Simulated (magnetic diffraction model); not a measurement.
**Which magnetic order? LiYbAg2I6**

Space group Fm-3m (no. 225), a = 11.8250 Å.

```csv
site,atom,x,y,z
4a,Yb,0,0,0
24e,I,0,0,0.7513
8c,Ag,1/4,3/4,3/4
4b,Li,1/2,0,0
```

The compound is invented for this exercise: a known structure type with other elements, its cell scaled to their sizes and not relaxed.

Only Yb is taken to order (form factors of Yb3+); orders and moment sizes are assumed, and not adapted to the symmetry. Radiation: neutrons of λ = 1.594 Å, 5° to 55°; isotropic B of 0.13 Å² (Yb), 0.15 Å² (I), 0.17 Å² (Ag) and 0.27 Å² (Li). Simulated constant-wavelength pattern: nuclear and magnetic terms add, the magnetic one as |2.695 fm × Σ f S⊥ exp(2πi Q·r) exp(−B s²)|², summed over all Q at one angle with the factor 1/(sin²θ cos θ). For collinear order S is the moment m, which repeats by lattice and centring translations R with the sign exp(−2πi k·R). Free-ion form factors, Sears's scattering lengths of 1992, no absorption; a label names one of the reflections at its angle. The strongest nuclear line in the range is 100, and lines under 0.2 are left out.

Above the ordering temperature:

```
2θ (°)    index      I
 13.41  (1 1 1)   49.0
 15.49  (2 0 0)   11.1
 21.98  (2 2 0)   18.2
 25.83  (3 1 1)   38.8
 27.00  (2 2 2)   63.6
 31.28  (4 0 0)   96.8
 34.17  (3 3 1)   21.7
 35.09  (4 2 0)    9.2
 38.56  (4 2 2)   12.5
 41.00  (5 1 1)   22.8
 44.83  (4 4 0)  100.0
 47.00  (5 3 1)   26.8
 47.71  (6 0 0)    6.6
 50.46  (6 2 0)    7.8
 52.46  (5 3 3)   10.6
 53.11  (6 2 2)   55.4
```

Below it (cell unchanged):

| 2θ (°) | I |
| --- | --- |
| 13.41 | 59.3 |
| 15.49 | 16.9 |
| 21.98 | 23.8 |
| 25.83 | 46.6 |
| 27.00 | 65.9 |
| 31.28 | 98.1 |
| 34.17 | 25.9 |
| 35.09 | 13.1 |
| 38.56 | 15.7 |
| 41.00 | 26.5 |
| 44.83 | 101.1 |
| 47.00 | 30.8 |
| 47.71 | 9.0 |
| 50.46 | 9.5 |
| 52.46 | 12.1 |
| 53.11 | 56.9 |

**Question.** Find the propagation vector, then choose among these models:
A. collinear moments along [001], 3.1 μB on Yb
B. collinear moments along [110], 3.1 μB on Yb
C. collinear moments along [010], 3.1 μB on Yb

No line moves, and magnetic intensity falls on nuclear lines such as the one at 13.41°, so the magnetic cell equals the chemical primitive cell: k = 0.

Magnetic intensity, observed (below minus above) and for each model:

| 2θ (°) | index | observed | A | B | C |
| --- | --- | --- | --- | --- | --- |
| 13.41 | (1 1 1) | 10.3 | 10.3 | 10.3 | 10.3 |
| 15.49 | (2 0 0) | 5.8 | 5.8 | 5.8 | 5.8 |
| 34.17 | (3 3 1) | 4.2 | 4.2 | 4.2 | 4.2 |
| 35.09 | (4 2 0) | 4.0 | 4.0 | 4.0 | 4.0 |
| 38.56 | (4 2 2) | 3.2 | 3.2 | 3.2 | 3.2 |
| 41.00 | (5 1 1) | 3.7 | 3.7 | 3.7 | 3.7 |
| 44.83 | (4 4 0) | 1.1 | 1.1 | 1.1 | 1.1 |
| 47.00 | (5 3 1) | 4.0 | 4.0 | 4.0 | 4.0 |

Models A, B and C match alike on every line, so these data can't choose among them (such ties are often domains of one structure): a powder sees only the angle between collinear moments and the unique axis of a uniaxial spin configuration, and no direction at all where the configuration is cubic.

The structure used: k = (0 0 0), collinear moments along [001], 3.1 μB on Yb.

[Logs are printed without paths, hosts, clocks, repeated set-up lines and the standing remarks that a program may print on its own settings, such as how far it seeks lower states.]
